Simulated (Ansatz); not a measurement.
# SiC (P6_3mc):B_Si, thermodynamic levels from a 108-atom cell

Aim: at which Fermi levels does B_Si in SiC (P6_3mc) change its charge? The model is a cell of 108 host atoms with 1 Si taken out and 1 B put in.

Program: Ansatz 0.2.0. Level of theory: place-levels on r2SCAN runs: charge-transition levels and formation energies with image-charge correction and potential alignment at the atomic sites; PAW set soft_1. Results are calculated unless marked as measured.

Experimental background.

“Charge spill-out and work function of few-layer graphene on SiC(0001)” (2018, arxiv:1806.04908) quotes from earlier work for SiC, 6H (bulk crystal, literature): band gap (indirect gap, experimental literature value) 3.03 eV [Literature value cited in passing in the theory part; temperature and measurement method …].

## (1) Starting point

The cell holds 108 atoms: 53 Si, 54 C and 1 B. Its edges and angles: a = 9.236 Å, b = 9.236 Å, c = 15.108 Å, α = 90.0°, β = 90.0°, γ = 120.0°. It derives from SiC (space group P6_3mc). Nearest the centre at fractional (0.667, 0.667, 0.500): B101 at 0.00 Å, C71 at 1.89 Å, C107 at 1.89 Å, C59 at 1.89 Å, C104 at 1.89 Å, Si77 at 3.08 Å, Si53 at 3.08 Å, Si5 at 3.08 Å.

Known beforehand: the electronic dielectric constant, (7.09, 7.09, 7.35), and the static one, (10.43, 10.43, 10.95), computed on the host (DFPT, PBEsol, on the r2SCAN cell), and a cell off the functional's own equilibrium shifts the ionic part.

The cell's shortest repeat is 9.2 Å.

## (2) The runs of each charge state

Levels follow from differences of total energies between charge states, each relaxed by itself.

Each atom starts 0.05 Å or so off its site in a random direction: a symmetric start keeps its symmetry, and would miss off-centre moves and Jahn–Teller distortions. Forces are taken at one point at (¼, ¼, ¼). The cell holds 1 electron more than the neutral one, with a uniform background that keeps it neutral on the whole.

The sampling was tested on the host first: at the k-points planned (1x1x1 shifted 0.25 0.25 0.25) its energy lies -0.041 eV an atom from the dense-mesh value, a large miss, so this sampling is coarse for the host.

One state's input; the others differ in charge, spin, start and seed, and in occupations where the table says so.

qm1.relax/input.yaml

```yaml
crystal:
  lattice:
    - [3.07866498, 0.0, 0.0]
    - [-1.53933249, 2.66620208, 0.0]
    - [0.0, 0.0, 15.1078644]
  atoms:
    - { symbol: Si, position: [0.33333333, 0.66666667, 0.8329854] }
    - { symbol: Si, position: [0.66666667, 0.33333333, 0.3329854] }
    - { symbol: Si, position: [0.66666667, 0.33333333, 0.66650102] }
    - { symbol: Si, position: [0.33333333, 0.66666667, 0.16650102] }
    - { symbol: Si, position: [0.0, 0.0, 0.49972248] }
    - { symbol: Si, position: [0.0, 0.0, 0.99972248] }
    - { symbol: C, position: [0.0, 0.0, 0.87436694] }
    - { symbol: C, position: [0.0, 0.0, 0.37436694] }
    - { symbol: C, position: [0.33333333, 0.66666667, 0.70799668] }
    - { symbol: C, position: [0.66666667, 0.33333333, 0.20799668] }
    - { symbol: C, position: [0.66666667, 0.33333333, 0.54152848] }
    - { symbol: C, position: [0.33333333, 0.66666667, 0.04152848] }
  supercell: [3, 3, 1]
  defects: [{ substitution: { at: 100, symbol: B } }]
total_charge: -1
basis:
  ecutwfc: 500
  xc_grid: 2
hamiltonian:
  xc: r2scan
  pseudopotentials: { kind: paw, azcp: { folder: soft_1 } }
kpoints:
  mp_grid: { grid: [1, 1, 1], shift: [0.25, 0.25, 0.25] }
scf:
  occupations: { method: fixed }
  max_iter: 100
output:
  forces: true
  charged_corrections:
    epsilon: [7.09, 7.09, 7.35]
    static_epsilon: [10.43, 10.43, 10.95]
relax:
  f_tol: 0.02
  max_steps: 80
  random_displacement: { amplitude: 0.05, seed: 1655 }
checkpoint:
  write: "../qm1.relax.run"
  compress: false
  write_wavefunctions: true
  write_every: 100000
```

Command:

```sh
$ ansatz run input.yaml --threads 4 --pin off --max-ram 15073MiB --backend cpu --events-out ev --progress --plain --runs-dir out
```

Defect states can disperse in a cell of this size, so the energy is taken again at a 2×2×2 shifted mesh, on the relaxed structure.

The run of this state that the levels use, under r2SCAN:

qm1.point/input.yaml

```yaml
crystal:
  checkpoint: "../qm1.relax.run"
  host: checkpoint
total_charge: -1
basis:
  ecutwfc: 500
  xc_grid: 2
hamiltonian:
  xc: r2scan
  pseudopotentials: { kind: paw, azcp: { folder: soft_1 } }
kpoints:
  mp_grid: { grid: [2, 2, 2], shift: [0.5, 0.5, 0.5] }
scf:
  occupations: { method: fermi_dirac, width: 0.01 }
  max_iter: 100
output:
  forces: true
  eigenvalues: true
  charged_corrections:
    epsilon: [7.09, 7.09, 7.35]
    static_epsilon: [10.43, 10.43, 10.95]
    defect_position: [0.666667, 0.666667, 0.499722]
  eigenstates: { localisation: true }
  populations: true
  band_densities: [{ bands: [v1, v1] }, { bands: [c1, c1] }]
  write_density: true
  write_potential: true
  volumetric_format: npy
  elf: true
checkpoint:
  read: "../qm1.relax.run"
  write: "../qm1.point.run"
  compress: false
  write_wavefunctions: false
  write_every: 100000
```

Relaxations under r2SCAN at one point at (¼, ¼, ¼); times on 4 threads of Arm Neoverse V2, shared host:

```csv
charge,moment (μB),occupations,outcome,steps,largest displacement against the far atoms (Å),time
−1,0,fixed,converged,6,0.12,2.5 min
0,1,fixed,converged,8,0.13,8 min
+1,0,fixed,converged,16,0.33,6 min
+1,2,fixed,converged,7,0.14,6.8 min
```

Single points under r2SCAN at a 2×2×2 shifted mesh; times on 4 threads of Arm Neoverse V2, shared host:

```csv
charge,moment (μB),occupations,outcome,time
−1,0,fermi-dirac,converged,2.7 min
0,1,fermi-dirac,converged,7.1 min
+1,0,fermi-dirac,converged,2.9 min
+1,2,fermi-dirac,converged,6.7 min
```

Distances (Å) from B101 to the nearest atoms after relaxation with r2SCAN:

```csv
charge,moment (μB),1.,2.,3.,4.,5.,6.
−1,0,C 1.77,C 1.77,C 1.77,C 1.78,Si 3.03,Si 3.03
0,1,C 1.73,C 1.74,C 1.75,C 1.87,Si 2.99,Si 2.99
+1,0,C 1.66,C 1.66,C 1.66,C 2.40,Si 2.79,Si 2.79
+1,2,C 1.72,C 1.75,C 1.76,C 1.84,Si 3.00,Si 3.01
```

## (3) Levels against the band edges, r2SCAN

A charged cell interacts with its images and the background, and its potential has another zero than the host's. place-levels removes the first by a point-charge model, screened by the static dielectric constant since the ions have relaxed around the charge, and the second by comparing potentials at atoms far from the defect.

The host is a run of the defect-free crystal in the same cutoffs, grids and k-points, so that basis and sampling errors cancel in part in the differences. The host is run in a cell of 12 atoms on a matching mesh. Its band edges are searched through the zone by a band path, so the gap is smaller than, or equal to, that on the mesh. Chemical potentials are energies per atom of Si (diamond) and B (alpha-rhombohedral (B12)), run with the same functional and cutoff.

levels.point.yaml

```yaml
host:
  run: host.point.run
states: [qm1.point.run, q0_M1.point.run, qp1.point.run, qp1_M2.point.run]
geometry_from:
  qm1.point.run: qm1.relax.run
  q0_M1.point.run: q0_M1.relax.run
  qp1.point.run: qp1.relax.run
  qp1_M2.point.run: qp1_M2.relax.run
  host.point.run: host.relax.run
chemical_potentials:
  Si:
    energy: -639.06578
    dataset: <sha256 of the dataset>
  B:
    energy: -156.554104
    dataset: <sha256 of the dataset>
epsilon: [7.09, 7.09, 7.35]
static_epsilon: [10.43, 10.43, 10.95]
vertical:
  - { from: qm1.point.run, to: qm1.point_neutral.run }
  - { from: qp1.point.run, to: qp1.point_neutral.run }
  - { from: qp1_M2.point.run, to: qp1_M2.point_neutral.run }
```

Command:

```sh
$ ansatz place-levels levels.point.yaml -- --threads 4 --pin off --max-ram 15073MiB
```

Numbers of over 12 decimals in the logs are rounded to 6 here.

The program printed:

```text
[... repeated set-up lines and file paths are left out, and long positions are rounded to six places ...]
(+1/0) 0.004 eV beneath the valence edge (-0.223 eV without the band-filling correction), in the valence band
(0/-1) 0.073 eV above the valence edge, 2.296 eV under the conduction edge
formation energy of charge +1: +2.855 eV with the Fermi level at the valence edge
formation energy of charge 0: +2.851 eV with the Fermi level at the valence edge
formation energy of charge -1: +2.924 eV with the Fermi level at the valence edge
vertical -1 to 0: no energy, since no alignment is typed
  the change from vertical[0].from (qm1.point.run) to vertical[0].to (qm1.point_neutral.run): by its potential at epsilon [7.09, 7.09, 7.35] it stands at 0.627 0.706 0.502, with an rms radius of about 5.2 Å (2.8 2.8 3.4 Å across the planes of the cell's [...]
vertical +1 to 0: no energy, since no alignment is typed
  the change from vertical[1].from (qp1.point.run) to vertical[1].to (qp1.point_neutral.run): by its potential at epsilon [7.09, 7.09, 7.35] it stands at 0.514 0.819 0.539, with an rms radius of about 4.0 Å (2.1 2.1 2.8 Å across the planes of the cell's [...]
vertical +1 to 0: no energy, since no alignment is typed
  the change from vertical[2].from (qp1_M2.point.run) to vertical[2].to (qp1_M2.point_neutral.run): by its potential at epsilon [7.09, 7.09, 7.35] it stands at 0.620 0.709 0.502, with an rms radius of about 6.2 Å (2.5 2.6 5.1 Å across the planes of the cell's [...]
  edges by r2scan, gap 2.368 eV; the host is sampled to repeats of 18.47 Å
  the defect's cells are sampled to repeats of 18.47 Å, like sampling
  charge +1: -47655.7810 eV with its correction of -0.068 eV, at epsilon [10.43, 10.43, 10.95], aligned at sites: -0.2348 eV, mean over 73 atomic sites at or beyond 4.62 Å from the host's site at [0.6663, 0.6671, 0.4997] by the defect at [0.6667, 0.6667, [...]
  states[3] (qp1_M2.point.run): levels filled in part (TS 0.008 eV): its energy is of no whole electron's
  charge 0: +0.000 eV for its dipole among its images, +0.000 omitted
  states[1] (q0_M1.point.run): levels filled in part (TS 0.004 eV): its energy is of no whole electron's
  charge -1: -47637.0630 eV with its correction of +0.258 eV, at epsilon [10.43, 10.43, 10.95], aligned at sites: -0.0912 eV, mean over 73 atomic sites at or beyond 4.62 Å from the host's site at [0.6663, 0.6671, 0.4997] by the defect at [0.6667, 0.6667, [...]
  charge +1: states[2] (qp1.point.run) stands 0.103 eV higher, with a moment of 0.00 μB against 2.00
  states[2] (qp1.point.run): levels filled in part (TS 0.006 eV): its energy is of no whole electron's
  of states[3] (qp1_M2.point.run): it parts from the run at its places by a charge that spreads by about 5.1 Å along one vector (2.6 Å or more is wide), by its potential at epsilon [7.09, 7.09, 7.35], taken for that of held ions (one typed too small widens [...]
  of states[1] (q0_M1.point.run): its moments are held at its close (magnetization.spin_locking), by a field of 0.019 eV a Bohr magneton, and its energy and levels are of the state that this holds: a run that lets them go can end lower; [...]
  of states[0] (qm1.point.run): how wide its charge is, is not read beside other atoms or cores, and a band state would take no correction. [...]
  of states[2] (qp1.point.run): it parts from the run at its places by a charge that spreads by about 2.1 Å along one vector (1.4 Å or more is wide), by its potential at epsilon [7.09, 7.09, 7.35], taken for that of held ions (one typed too small widens it), [...]
  of vertical[0].from (qm1.point.run): it parts from the run at its places by a charge that spreads by about 2.8 Å along one vector (1.4 Å or more is wide), by its potential at epsilon [7.09, 7.09, 7.35], taken for that of held ions (one typed too small [...]
  vertical[0].to (qm1.point_neutral.run): levels filled in part (TS 0.004 eV): its energy is of no whole electron's
  of vertical[0].to (qm1.point_neutral.run): its moments are held at its close (magnetization.spin_locking), by a field of 0.077 eV a Bohr magneton, and its energy and levels are of the state that this holds: a run that lets them go can end lower; [...]
  vertical[1].from (qp1.point.run): levels filled in part (TS 0.006 eV): its energy is of no whole electron's
  of vertical[1].from (qp1.point.run): it parts from the run at its places by a charge that spreads by about 2.1 Å along one vector (1.4 Å or more is wide), by its potential at epsilon [7.09, 7.09, 7.35], taken for that of held ions (one typed too small [...]
  of vertical[1].to (qp1.point_neutral.run): stability_check_not_made
  vertical[2].from (qp1_M2.point.run): levels filled in part (TS 0.008 eV): its energy is of no whole electron's
  of vertical[2].from (qp1_M2.point.run): its moments are held at its close (magnetization.spin_locking), by a field of 0.087 eV a Bohr magneton, and its energy and levels are of the state that this holds: a run that lets them go can end lower; [...]
  vertical[2].to (qp1_M2.point_neutral.run): levels filled in part (TS 0.005 eV): its energy is of no whole electron's
  of vertical[2].to (qp1_M2.point_neutral.run): its moments are held at its close (magnetization.spin_locking), by a field of 0.022 eV a Bohr magneton, and its energy and levels are of the state that this holds: a run that lets them go can end lower; [...]
```

Run time: 0.52 s. Hardware: 4 threads of Arm Neoverse V2, shared host.

Levels between the charges placed, in eV above the valence top:

```csv
,gap (eV),(+1/0),(0/−1)
r2SCAN,2.37,0.00,0.07
```

Corrections by state:

```csv
charge,moment (μB),image terms and alignment (eV),band filling (eV),ε used,"over the lowest of its charge, as the program ranks them, band filling apart (eV)"
+1,2.0,-0.068,-0.220,"principal values (10.43, 10.43, 10.95)",0.000
0,1.0,0.000,-,-,0.000
−1,0.0,0.258,-,"principal values (10.43, 10.43, 10.95)",0.000
+1,0.0,-0.001,-,"principal values (10.43, 10.43, 10.95)",0.103
```

The charged structures listed were also run neutral, and place-levels reads from each pair, by the potential or the spins, how wide the charge is by which they differ; that can be the carrier of either run.

```csv
charge,rms radius (Å),spread where it is widest against the cell (Å),wide from (Å),reading
+1,6.2,5.11,2.62,wide
−1,5.2,2.79,1.39,wide
```

The neutral runs of these pairs need not share the spin of the lowest neutral state, and very wide values only mean spread over the cell.

From the program's caveats on the states, each cut to its opening words:

- charge +1 (2 μB): it parts from the run at its places by a charge that spreads by about 5.1 Å along one vector (2.6 Å or more is wide), by its potential at epsilon [7.09, 7.09, [...]
- charge +1 (2 μB): a band-filling correction moves a carrier to the host's band edge, which changes its energy by -0.220 eV
- charge +1 (2 μB): its alignment with the host at atomic sites is doubtful: the mean over the far sites moves by +0.1076 eV from their farther parts to their nearer, more than [...]
- charge +1 (2 μB): the host's ions (past the first shell or, of a walk that freed a part, those that it held) aren't shown at rest: they stand up to 0.049 Å off their sites, 1.53 [...]
- charge +1 (2 μB): its moments are held at its close (magnetization.spin_locking), by a field of 0.087 eV a Bohr magneton, and its energy and levels are of the state that this [...]
- charge +1 (2 μB), 0 (1 μB): flagged: stability check not made
- charge 0 (1 μB): its moments are held at its close (magnetization.spin_locking), by a field of 0.019 eV a Bohr magneton, and its energy and levels are of the state that this [...]
- charge −1: how wide its charge is, is not read beside other atoms or cores, and a band state would take no correction
- charge +1: it parts from the run at its places by a charge that spreads by about 2.1 Å along one vector (1.4 Å or more is wide), by its potential at epsilon [7.09, 7.09, [...]

Chemical potentials of the elements' reference phases, run alike. Formation energies (elemental references), with the Fermi level at the valence top and at the conduction bottom (gap 2.37 eV):

```csv
charge,at valence top (eV),at conduction bottom (eV),correction included (eV)
+1,2.85,5.22,-0.29
0,2.85,2.85,0.00
−1,2.92,0.56,0.26
```

```
Fermi level (eV)  lowest formation energy (eV)
            0.00                          2.85
            0.22                          2.71
            0.43                          2.49
            0.65                          2.28
            0.86                          2.06
            1.08                          1.85
            1.29                          1.63
            1.51                          1.42
            1.72                          1.20
            1.94                          0.99
            2.15                          0.77
            2.37                          0.56
```

## (4) Effect of the sampling

The relaxations' own energies give the levels at their sampling, for comparison.

levels.relax_mesh.yaml

```yaml
host:
  run: host.relax.run
states: [qm1.relax.run, q0_M1.relax.run, qp1.relax.run, qp1_M2.relax.run]
chemical_potentials:
  Si:
    energy: -639.06578
    dataset: <sha256 of the dataset>
  B:
    energy: -156.554104
    dataset: <sha256 of the dataset>
```

Command:

```sh
$ ansatz place-levels levels.relax_mesh.yaml -- --threads 4 --pin off --max-ram 15073MiB
```

The program printed:

```text
[...]
(0/-1) 0.013 eV above the valence edge, 2.365 eV under the conduction edge
formation energy of charge +1: +3.101 eV with the Fermi level at the valence edge
formation energy of charge 0: +2.907 eV with the Fermi level at the valence edge
formation energy of charge -1: +2.920 eV with the Fermi level at the valence edge
  edges by r2scan, gap 2.378 eV; the host is sampled to repeats of 16.00 Å
[... the lines on each state left out ...]
```

Wall time 0.15 s (4 threads).

Levels between neighbouring charges, in eV above the valence top:

```csv
,gap (eV),(+1/0),(0/−1)
"one point at (¼, ¼, ¼)",2.38,-0.19,0.01
a 2×2×2 shifted mesh,2.37,0.00,0.07
```

Going from one point at (¼, ¼, ¼) to a 2×2×2 shifted mesh moves the levels that carry no band-filling term by up to 0.06 eV and formation energies against the elements by up to 0.25 eV; band-filling terms, which differ between samplings, are in these energies.

## (5) Results

```json
{"gap of the host": "2.37 eV (r2SCAN)", "level (plus 1/0)": "0.00 eV below the valence top (-0.22 eV above the valence top without the band-filling term)", "level (0/minus 1)": "0.07 eV above the valence top", "lowest of the charges placed, just above the valence top (0.02 eV)": "0", "lowest of the charges placed, just below the conduction bottom (0.02 eV)": "−1", "lowest formation energy at mid-gap of the charges run, elemental references": "1.74 eV", "standing of these levels": "doubtful, see below"}
```

What this shows: Of the charges placed (−1, 0 and +1), the lowest changes at 0.07 eV (0/−1) above the valence top, in a gap of 2.37 eV. A neutral run at a charged structure lies 0.05 eV below the neutral state placed. Unless it holds a band carrier, charge 0 isn't at its lowest here, and with that energy the steps would read (+1/0) -0.05 eV and (0/−1) 0.12 eV, which can change which charges are lowest. (0/−1) lies nearer to a band edge than the share of the finite-size correction in it (0.26 eV), and that correction holds for a localised charge alone. (0/−1) lies 0.07 eV from a band edge, less than the doubt on such levels. Charges below −1 were not placed, so these runs say nothing of levels that involve them. States placed: +1 at 2 μB and 0 μB; 0 at 1 μB; −1 at 0 μB. Other spin states or structures, where not listed, weren't placed. The program finds carriers beyond a band edge of the host and adds a band-filling term at charge +1 (-0.22 eV); steps to such a charge show no bound level, and a defect level inside a band would be read the same way. B is taken at its element; compounds, which aren't counted here, bound the chemical potentials and would shift these formation energies. Going from one point at (¼, ¼, ¼) to a 2×2×2 shifted mesh moves the levels that carry no band-filling term by up to 0.06 eV and formation energies against the elements by up to 0.25 eV; band-filling terms, which differ between samplings, are in these energies. The program doubts the alignment of potentials for at least one state, a sign that the cell is small. What this leaves open: r2SCAN makes the gap too small and tends to spread out bound carriers; force components of up to 0.54 eV/Å remain in a run at the final settings.

Computed beside measured:

| quantity | measured | r2SCAN |
| --- | --- | --- |
| band gap (least gap of the host) (eV) | 3.03 | 2.37 (-0.66 eV) |

Measured values from arxiv:1806.04908 (2018).

**Verdict.** The band gap is off by -0.66 eV: a clear miss. Local and semilocal functionals usually give gaps below the measured ones. Zero-point and thermal motion shift the measured gap.

[Logs are printed without paths, hosts, clocks, repeated set-up lines and the standing remarks that a program may print on its own settings, such as how far it seeks lower states.]

[Hosts, paths, dates, database ids (printed as entryN), source tags and the programs' standing remarks are cut or masked in the printed files.]

[Where a table of states has a column of steps, it counts the stored structures, which are thinned; the runs took as many ionic steps or more.]

[A defect's name tells the site on which it was built; relaxed atoms can leave that site.]

[For some hosts the program warned that the k-mesh of the response run may be too coarse for force constants and the static dielectric constant; such warnings are not shown here.]
